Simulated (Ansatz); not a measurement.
# Phonons of MgO (Periclase, Fm-3m) against volume, part 2 of 2

Wanted: mode Grüneisen parameters of MgO (Periclase, Fm-3m).

Ansatz 0.2.0; DFT LDA, scalar-relativistic, plane waves, PAW.

So far, highest frequency on the path or at a solved wavevector (cm⁻¹): step 2 (phonons on a q mesh) 715.

The database entry behind the starting cell differs from later determinations by our own check (about 0.1 % long), so it need not match the best structure at ambient conditions.

### 4. Phonons at the other volume, volume ratio 0.97

The phonons are repeated at this volume on the same k and q meshes.

The input, input.yaml:

```yaml
crystal:
  lattice:
    - [0.0, 2.0585825061, 2.0585825061]
    - [2.0585825061, 0.0, 2.0585825061]
    - [2.0585825061, 2.0585825061, 0.0]
  atoms:
    - { symbol: Mg, position: [0.0, 0.0, 0.0] }
    - { symbol: O, position: [0.5, 0.5, 0.5] }
kpoints:
  mp_grid: { grid: [8, 8, 8] }
hamiltonian:
  xc: lda
scf:
  occupations: { method: fixed }
output:
  eigenvalues: true
phonons:
  method: dfpt
  dielectric: true
  rigid_motions: translations
  qmesh: [4, 4, 4]
  temperatures: { t_max: 1000, t_step: 50 }
  qpath:
    path:
      - [[0.0, 0.0, 0.0], [0.5, 0.0, 0.5], [0.625, 0.25, 0.625]]
      - [[0.375, 0.375, 0.75], [0.0, 0.0, 0.0], [0.5, 0.5, 0.5], [0.5, 0.25, 0.75], [0.5, 0.0, 0.5]]
    npoints: 10
```

The run is started by

```bash
ansatz run input.yaml --threads 4 --pin off --max-ram 7168MiB --backend cpu --events-out ev --progress --plain --runs-dir out
```

Numbers of over 12 decimals in the logs are rounded to 6 here.

What it wrote:

```text
[...]
Crystal: 2 atoms, lattice volume = 17.448 Å³
Basis set: ecut = 420 eV, 331 PW (Γ), exchange–correlation on 40×40×40 points (8 copies of the dense FFT grid, shifted against one another)
Bands: 12, of which v1, the nominal top of the filled ones, is band 8 counted from 1 (7 counted from 0)
Symmetry: 48 space group operations
k-points: 59 of 512 (irreducible under 8 space group operations, time reversal used)
[...]
SCF iter   1: F=—  HF=-2460.074768 eV  |F-HF|=—  |Δ(HF+E_count)|=         —  Δρ=1.86e-2  dr2=4.70e-2  ethr=1.77e-3  ⟨swp⟩=4.7  Hψ=3735  notcnv=0  defer=100
[...]
SCF iter   7: F=-2460.056379 eV  HF=-2460.056379 eV  |F-HF|=4.55e-13  |Δ(HF+E_count)|=  4.14e-11  Δρ=6.40e-8  dr2=4.39e-13  ethr=1.00e-12  ⟨swp⟩=6.6  Hψ=3438  notcnv=0
SCF 1 converged in 7 iterations: F = -2460.056379 eV  dr2 = 4.39e-13
[...]
DFPT response loops at Γ: preconditioner auto → none (the input reference at scf.mixing.eps_inf says where Resta's filter doesn't serve); β = 0.50; Broyden in place of MSR1
── the response to a field inside a basis, on 8×8×8 k-points: an SCF that follows is theirs, and a resumed run solves both again ──
Bands: 9, of which v1, the nominal top of the filled ones, is band 8 counted from 1 (7 counted from 0)
k-points: 60 of 512 (irreducible under 12 space group operations)
[...]
Eigensolver: Dense (60 Hₖ)
SCF iter   1: F=—  HF=-2460.061711 eV  |F-HF|=—  |Δ(HF+E_count)|=         —  Δρ=1.17e-3  dr2=3.30e-5  ethr=1.00e-1
[...]
SCF iter   4: F=-2460.061705 eV  HF=-2460.061705 eV  |F-HF|=1.28e-9  |Δ(HF+E_count)|=   4.14e-7  Δρ=1.47e-5  dr2=9.48e-9  ethr=1.28e-8
SCF 1 converged in 4 iterations: F = -2460.061705 eV  dr2 = 9.48e-9
[...]
NSCF: frozen V_eff on 29 k-points
[...]
SCF converged after 7 iterations
Free energy (F): -2460.056379 eV
[...]
Internal energy: -2460.056379 eV  (E = F + TS)
E sigma→0 (E₀):  -2460.056379 eV
Fermi energy:    8.641064 eV
[...]
--- Band table (eV; the first three rows and the last of 59) ---
  k-point 0: bands = [... 4 lower, -8.7300, 8.6411, 8.6411, 8.6411, 13.9921, 24.5606, 24.5606, 24.5606]
  k-point 1: bands = [... 4 lower, -8.5323, 7.6530, 8.5232, 8.5232, 14.8866, 22.8832, 24.9564, 24.9564]
  k-point 2: bands = [... 4 lower, -8.0150, 5.8214, 8.2525, 8.2525, 16.2629, 21.4360, 25.5725, 25.5725]
  k-point 58: bands = [... 4 lower, -6.8201, 5.4353, 5.4353, 6.7072, 20.5570, 20.5570, 21.3607, 24.8176]
--- Phonons (Γ-DFPT): 2 representative perturbations + reference, on 59 of 512 k-points (Σ response iterations 6) ---
  k mesh reduced under 8 symmetry operations, with k and −k counted as one. Each operation leaves every solved perturbation unchanged. A smaller set is not considered because the run solves the response to a homogeneous field
  ASR residual: 4.126e-5 → 0.000e0 eV/Å²; symmetrization residual: 1.916e-6 eV/Å²
  ASR residual per site (eV/Å²): 4.13e-5 5.48e-6
  Γ frequencies (cm⁻¹): 0.00 0.00 0.00 437.70 437.70 437.70
  ε∞ (high-frequency dielectric tensor):
        3.152145    -0.000000     0.000000
       -0.000000     3.152145    -0.000000
        0.000000    -0.000000     3.152145
  ε⁰ (static dielectric tensor: ions relaxed, cell fixed):
        8.977246     0.000000     0.000000
        0.000000     8.977246    -0.000000
        0.000000    -0.000000     8.977246
  ε⁰ − ε∞ (ionic part):
        5.825101     0.000000     0.000000
        0.000000     5.825101    -0.000000
        0.000000    -0.000000     5.825101
  softest optical mode at Γ: 437.70 cm⁻¹; the repairs (sum rule, projections) moved no ω² at Γ by more than (0.81 cm⁻¹)²
  Born effective charges Z* (e; rows j = field, columns β = displacement):
    site 0:
         1.95391    0.00000    0.00000
         0.00000    1.95391   -0.00000
         0.00000    0.00000    1.95391
    site 1:
        -1.95391   -0.00000   -0.00000
        -0.00000   -1.95391    0.00000
        -0.00000   -0.00000   -1.95391
  Z* charge neutrality: 8.162e-4 e pre-enforcement
  solved inside a basis spanned on kpoints, on 8×8×8 k-points, its susceptibility summed on 12×12×12: ε∞ is read to err by 6.8e-3, Z* by 1.1e-2 e (field_mesh: kpoints solves on kpoints); Z* is corrected for what the basis lacks
  optical modes at Γ without the LO–TO term, one row a degenerate level:
      ω (cm⁻¹)  modes    IR ((D/Å)²/amu)
        437.70      3            27.3875
  optical modes at Γ + LO–TO along q̂ = [1.0000, 0.0000, 0.0000]:
      ω (cm⁻¹)  modes    IR ((D/Å)²/amu)
        437.70      2            18.2583
        738.66      1             9.1292
  optical modes at Γ + LO–TO along q̂ = [0.0000, 1.0000, 0.0000]:
      ω (cm⁻¹)  modes    IR ((D/Å)²/amu)
        437.70      2            18.2583
        738.66      1             9.1292
  optical modes at Γ + LO–TO along q̂ = [0.0000, 0.0000, 1.0000]:
      ω (cm⁻¹)  modes    IR ((D/Å)²/amu)
        437.70      2            18.2583
        738.66      1             9.1292
--- Phonons (arbitrary-q DFPT): 8 irreducible q on the 4×4×4 mesh ---
[...]
interpolated dispersion: 63 rows × 6 modes
[...]
```

It took 58 s on 4 threads of Arm Neoverse N1, shared host; peak memory 0.57 GiB.

This step gave:

- sum-rule residual before enforcement: 4.13e-5 eV/Å²
- miss of the charge sum rule: 8.16e-4 e
- estimated error of the dielectric tensor: 0.006759
- estimated error of the Born charges: 0.01102 e
- highest frequency on the path or at a solved wavevector: 738.7 cm⁻¹
- mean frequency: 422.5 cm⁻¹
- Debye temperature (second moment): 816 K
- logarithmic mean frequency: 403.4 cm⁻¹
- highest optical mode at the zone centre (no LO-TO term): 437.7 cm⁻¹
- lowest optical zone-centre mode: 437.7 cm⁻¹
- mean high-frequency dielectric constant: 3.152
- largest Born charge (third of the trace): 1.954 e
- mean static dielectric constant: 8.977
- top of the zone-centre spectrum with the field: 738.7 cm⁻¹
- lowest mode on the q mesh (acoustic modes at Γ apart): 198.2 cm⁻¹
- zero-point energy per atom: 78.57 meV

Frequencies (cm⁻¹) solved at each irreducible wavevector; negative means imaginary. Frequencies by wavevector, by row:

```csv
q in reciprocal lattice units,star,mode 1,mode 2,mode 3,mode 4,mode 5,mode 6
0 0 0,1,0,0,0,437.7,437.7,437.7
0 0 0.25,8,198.2,198.2,340.7,425.1,425.1,703.5
0 0 -0.5,4,302.3,302.3,392.8,392.8,567.6,596
0 0.25 0.25,6,221.9,221.9,357.7,462.2,462.2,642.4
0 0.25 -0.5,24,294.9,350.3,447.8,461.7,481.2,581.1
0 0.25 -0.25,12,294.5,330.8,400.9,439,497.4,610.3
0 -0.5 -0.5,3,297.8,297.8,450.1,486.9,486.9,575.8
0.25 -0.5 -0.25,6,369.7,393.5,393.5,470.2,532.6,532.6
```

The highest optical mode at the zone centre (no LO-TO term) is 437.7 cm⁻¹, +29.3 cm⁻¹ against the base run.

### 5. Relaxing at another volume, volume ratio 1.03

The volume is scaled by 1.03 and held; symmetry leaves nothing to relax, so this is a single point. The modes can then be followed against volume.

input.yaml, the sections that differ from step 4:

```yaml
crystal:
  lattice:
    - [0.0, 2.1001812392, 2.1001812392]
    - [2.1001812392, 0.0, 2.1001812392]
    - [2.1001812392, 2.1001812392, 0.0]
  atoms:
    - { symbol: Mg, position: [0.0, 0.0, 0.0] }
    - { symbol: O, position: [0.5, 0.5, 0.5] }
output:
  forces: true
  stress: true
  eigenvalues: true
# kpoints, hamiltonian, scf: as in step 4
# phonons: removed
```

What it wrote:

```text
[...]
Crystal: 2 atoms, lattice volume = 18.527 Å³
Basis set: ecut = 420 eV, 339 PW (Γ)
Bands: 12, of which v1, the nominal top of the filled ones, is band 8 counted from 1 (7 counted from 0)
Symmetry: 48 space group operations
[...]
k-points: 29 of 512
[...]
--- Band table (eV; the first three rows and the last of 29) ---
  k-point 0: bands = [... 4 lower, -9.1805, 7.8648, 7.8648, 7.8648, 12.6031, 23.4566, 23.4566, 23.4566]
  k-point 1: bands = [... 4 lower, -9.0025, 6.8979, 7.7587, 7.7587, 13.5082, 21.7990, 23.8159, 23.8159]
  k-point 2: bands = [... 4 lower, -8.5391, 5.1599, 7.5141, 7.5141, 14.9223, 20.2795, 24.3094, 24.3094]
  k-point 28: bands = [... 4 lower, -7.4702, 4.8526, 4.8526, 6.0452, 19.3780, 19.3780, 19.8455, 23.2332]
[key lines of the parts left out:]
SCF converged after 6 iterations
Free energy (F): -2460.057161 eV
Fermi energy:    7.864763 eV
P = ⅓ Tr σ = -4.8143 GPa (-48.143 kbar)
```

Wall time 0.78 s (4 threads); peak memory 0.24 GiB.

Numbers from this step:

```
pressure           : -4.814 GPa
gap on the k-mesh  : 4.738 eV
volume per atom    : 9.263 Å³
direct gap on mesh : 4.738 eV
```

The run ends at a pressure of -4.81 GPa.

### 6. Phonons at the other volume, volume ratio 1.03

The phonons are repeated at this volume on the same k and q meshes.

input.yaml, the sections that differ from step 5:

```yaml
output:
  eigenvalues: true
phonons:
  method: dfpt
  dielectric: true
  rigid_motions: translations
  qmesh: [4, 4, 4]
  temperatures: { t_max: 1000, t_step: 50 }
  qpath:
    path:
      - [[0.0, 0.0, 0.0], [0.5, 0.0, 0.5], [0.625, 0.25, 0.625]]
      - [[0.375, 0.375, 0.75], [0.0, 0.0, 0.0], [0.5, 0.5, 0.5], [0.5, 0.25, 0.75], [0.5, 0.0, 0.5]]
    npoints: 10
# crystal, kpoints, hamiltonian, scf: as in step 5
```

What it wrote:

```text
[...]
Crystal: 2 atoms, lattice volume = 18.527 Å³
Basis set: ecut = 420 eV, 339 PW (Γ), exchange–correlation on 40×40×40 points (8 copies of the dense FFT grid, shifted against one another)
Bands: 12, of which v1, the nominal top of the filled ones, is band 8 counted from 1 (7 counted from 0)
Symmetry: 48 space group operations
k-points: 59 of 512 (irreducible under 8 space group operations, time reversal used)
[...]
optical modes at Γ + LO–TO along q̂ = [0.0000, 1.0000, 0.0000]:
      ω (cm⁻¹)  modes    IR ((D/Å)²/amu)
        380.26      2            18.7363
        692.77      1             9.3682
  optical modes at Γ + LO–TO along q̂ = [0.0000, 0.0000, 1.0000]:
      ω (cm⁻¹)  modes    IR ((D/Å)²/amu)
        380.26      2            18.7363
        692.77      1             9.3682
--- Phonons (arbitrary-q DFPT): 8 irreducible q on the 4×4×4 mesh ---
[...]
interpolated dispersion: 63 rows × 6 modes
[...]
[key lines of the parts left out:]
SCF converged after 7 iterations
Free energy (F): -2460.057162 eV
Fermi energy:    7.864746 eV
```

Run time: 62 s. Hardware: 4 threads; peak memory 0.57 GiB; 2.9 min of CPU time.

This step gave:

* sum-rule residual before enforcement: 1.33e-4 eV/Å²
* miss of the charge sum rule: 8.47e-4 e
* estimated error of the dielectric tensor: 0.007047
* estimated error of the Born charges: 0.01095 e
* highest frequency on the path or at a solved wavevector: 692.8 cm⁻¹
* mean frequency: 385.7 cm⁻¹
* Debye temperature (second moment): 746 K
* logarithmic mean frequency: 367.9 cm⁻¹
* highest optical mode at the zone centre (no LO-TO term): 380.3 cm⁻¹
* lowest optical zone-centre mode: 380.3 cm⁻¹
* mean high-frequency dielectric constant: 3.216
* largest Born charge (third of the trace): 1.979 e
* mean static dielectric constant: 10.67
* top of the zone-centre spectrum with the field: 692.8 cm⁻¹
* lowest mode on the q mesh (acoustic modes at Γ apart): 177.2 cm⁻¹
* zero-point energy per atom: 71.72 meV

Frequencies (cm⁻¹) solved at each irreducible wavevector; negative means imaginary. Frequencies by wavevector, by row:

```csv
q in reciprocal lattice units,star,mode 1,mode 2,mode 3,mode 4,mode 5,mode 6
0 0 0,1,0,0,0,380.3,380.3,380.3
0 0 0.25,8,177.2,177.2,319.4,372.2,372.2,660
0 0 -0.5,4,266.9,266.9,348.8,348.8,536.3,555.2
0 0.25 0.25,6,215.3,215.3,313,403.8,403.8,608.4
0 0.25 -0.5,24,274.7,320.2,394.7,422.4,438.4,542.4
0 0.25 -0.25,12,255.4,315.5,359.2,400.9,442.1,574.6
0 -0.5 -0.5,3,286.2,286.2,411.9,429.4,429.4,534.3
0.25 -0.5 -0.25,6,336.9,367.8,367.8,428.6,483.3,483.3
```

The highest optical mode at the zone centre (no LO-TO term) is 380.3 cm⁻¹, -28.2 cm⁻¹ against the base run.

### 7. Grüneisen parameters

The Grüneisen parameter of a mode is minus the logarithmic change of its frequency with volume, −d ln ω / d ln V; weighted by heat capacity it gives the expansion.

Numbers from this step:

```yaml
bulk_modulus: 173.2 GPa
```

The phonon branches at the labelled points (cm⁻¹):

| point | branch 1 | branch 2 | branch 3 | branch 4 | branch 5 | branch 6 |
| --- | --- | --- | --- | --- | --- | --- |
| Γ | 0 | 0 | 0 | 408 | 408 | 715 |
| halfway | 219 | 219 | 335 | 432 | 432 | 625 |
| X | 292 | 292 | 432 | 457 | 457 | 553 |
| halfway | 294 | 324 | 426 | 449 | 470 | 547 |
| U | 300 | 391 | 406 | 426 | 498 | 529 |
| jump to K | 300 | 391 | 406 | 426 | 498 | 529 |
| halfway | 221 | 258 | 357 | 382 | 442 | 645 |
| Γ | 0 | 0 | 0 | 408 | 408 | 715 |
| halfway | 187 | 187 | 330 | 398 | 398 | 681 |
| L | 284 | 284 | 370 | 370 | 552 | 575 |
| halfway | 301 | 335 | 401 | 449 | 485 | 551 |
| W | 353 | 382 | 382 | 449 | 506 | 506 |
| halfway | 322 | 325 | 420 | 455 | 471 | 541 |
| X | 292 | 292 | 432 | 457 | 457 | 553 |

The same for volume x 0.97:

```csv
point,branch 1,branch 2,branch 3,branch 4,branch 5,branch 6
Γ,0,0,0,438,438,739
X,298,298,450,487,487,576
U,310,404,422,453,522,553
K,310,404,422,453,522,553
Γ,0,0,0,438,438,739
L,302,302,393,393,568,596
W,370,394,394,470,533,533
X,298,298,450,487,487,576
```

The same for volume x 1.03:

```
point  branch 1  branch 2  branch 3  branch 4  branch 5  branch 6
    Γ         0         0         0       380       380       693
    X       286       286       412       429       429       534
    U       289       377       389       400       476       508
    K       289       377       389       400       476       508
    Γ         0         0         0       380       380       693
    L       267       267       349       349       536       555
    W       337       368       368       429       483       483
    X       286       286       412       429       429       534
```

The first set of phonon branches as a text plot (rows in cm⁻¹):

```
    723 |**                          *****
    693 |  **                     ***     ***
    662 |    **                  *           **
    631 |      *                *              *
    600 |       *              *                *
    569 |        ****        **                  *****
    539 |            ****** *                   ***** ***   *****
    508 |                 ***                        *   ***
    477 |              ***   **                *      ***   ***
    446 |      ***********  *  **             *       ***********
    416 |******  ***   ***** **  ***********        *****   ****
    385 |       *        ***********        **********   ***
    354 |               *   *   *                      ******
    323 |      *       *     **             *        ****    **
    292 |    **   ************** *              *******        **
    262 |        *             **          *   *
    231 |   *  **               * **         **
    200 |    **                  *        * *
    169 |                        ****      *
    139 |  **                     **     *
    108 |  *                        *     *
     77 | *                          *  **
     46 | *                          *  *
     15 |*                            **
         Γ           X  U|K            Γ         L        W     X
```

Mode Grueneisen parameter -dln(w)/dln(V), modes matched by rank; at Γ the acoustic branches take the value of a neighbouring point of the path. The mode Grüneisen parameters at the labelled points ():

```
    point  branch 1  branch 2  branch 3  branch 4  branch 5  branch 6
        Γ      0.39      0.39      2.22      2.34      2.34      1.07
  halfway      0.50      0.50      2.22      2.25      2.25      0.91
        X      0.66      0.66      1.48      2.09      2.09      1.25
  halfway      0.79      0.82      1.44      2.09      1.93      1.28
        U      1.16      1.13      1.33      2.06      1.55      1.41
jump to K      1.16      1.13      1.33      2.06      1.55      1.41
  halfway      2.60      0.53      1.45      2.03      2.19      1.02
        Γ      2.51      0.36      1.35      2.34      2.34      1.07
  halfway      1.87      1.87      1.08      2.21      2.21      1.06
        L      2.08      2.08      1.98      1.98      0.95      1.18
  halfway      1.75      1.43      1.96      1.98      0.84      1.27
        W      1.55      1.13      1.13      1.54      1.62      1.62
  halfway      1.06      0.81      1.40      1.87      1.97      1.33
        X      0.66      0.66      1.48      2.09      2.09      1.25
```

The mode Grüneisen parameters as a text plot (rows in , shown from 0.4 to 2.5 only):

```
   2.48 |                      *     ***
   2.39 |
   2.30 |******              **   **********
   2.21 |********               **          *
   2.12 |        ********        *           **  *              *
   2.03 |        *    *  ***   **              ** **          **
   1.94 |              *    ***              **  *******     **
   1.86 |         **         ***            *        *  *   *
   1.77 |               *               ****        * *      *
   1.68 |                *  *                          *   **
   1.59 |           *     *                          *  ****
   1.50 |            **    *****                        ****   **
   1.41 |              ****     ****                  * *   ***
   1.32 |              *****        ****     *         **   ***
   1.23 |            **    *                      ***** ** * * **
   1.14 |           *     *                      *     * **
   1.06 |***             *  *   *****************          *
   0.97 |   ***   **    *    ***                 ****
   0.88 |      ***      *    **                      **     * *
   0.79 |              *                                     **
   0.70 |           ***        *                               **
   0.61 |       ****
   0.52 |      *                *
   0.43 |******                  ****
         Γ           X  U|K            Γ         L        W     X
```

(dS/dlnV)/C_V. The thermodynamic Grueneisen parameter by temperature:

| temperature (K) | thermodynamic Grueneisen parameter |
| --- | --- |
| 50 | 1.39 |
| 100 | 1.50 |
| 150 | 1.54 |
| 200 | 1.54 |
| 250 | 1.54 |
| 300 | 1.54 |
| 350 | 1.54 |
| 400 | 1.54 |
| 450 | 1.54 |
| 500 | 1.54 |
| 550 | 1.54 |
| 600 | 1.54 |
| 650 | 1.54 |
| 700 | 1.54 |
| 750 | 1.54 |
| 800 | 1.54 |
| 850 | 1.54 |
| 900 | 1.54 |
| 950 | 1.53 |
| 1000 | 1.53 |

Gamma C_V/(B V) at the static volume. Table of volume expansion by temperature:

```
temperature (K)  volume expansion (1e-6/K)
             50                        0.6
            100                       6.15
            150                       14.6
            200                       21.7
            250                       26.7
            300                       30.1
            350                       32.5
            400                       34.2
            450                       35.4
            500                       36.4
            550                       37.1
            600                       37.6
            650                       38.1
            700                       38.4
            750                       38.7
            800                       39.0
            850                       39.2
            900                       39.3
            950                       39.5
           1000                       39.6
```

### 8. Results

* bulk modulus: 173 GPa
* gap deformation potential: -10.2 eV
* thermodynamic Grüneisen parameter at 300 K: 1.543
* volume expansion at 300 K, estimated: 30.09 × 10⁻⁶ K⁻¹

**Reading.** By this estimate the volume grows by 30.1 × 10⁻⁶ per kelvin at 300 K. Without the field, the highest optical mode at Γ goes from 438 to 380 cm⁻¹ as the cell grows, a Grüneisen parameter of 2.34. Mode parameters on the path run from 0.36 to 2.6, with a median of 1.5. Branches are matched by rank, so values near crossings are rough. The expansion is the Grüneisen estimate at the static volume, with the static bulk modulus.

[Logs are printed without paths, hosts, clocks, repeated set-up lines and the standing remarks that a program may print on its own settings, such as how far it seeks lower states.]

[Hosts, paths, dates, database ids (printed as entryN), source tags and the programs' standing remarks are cut or masked in the printed files.]
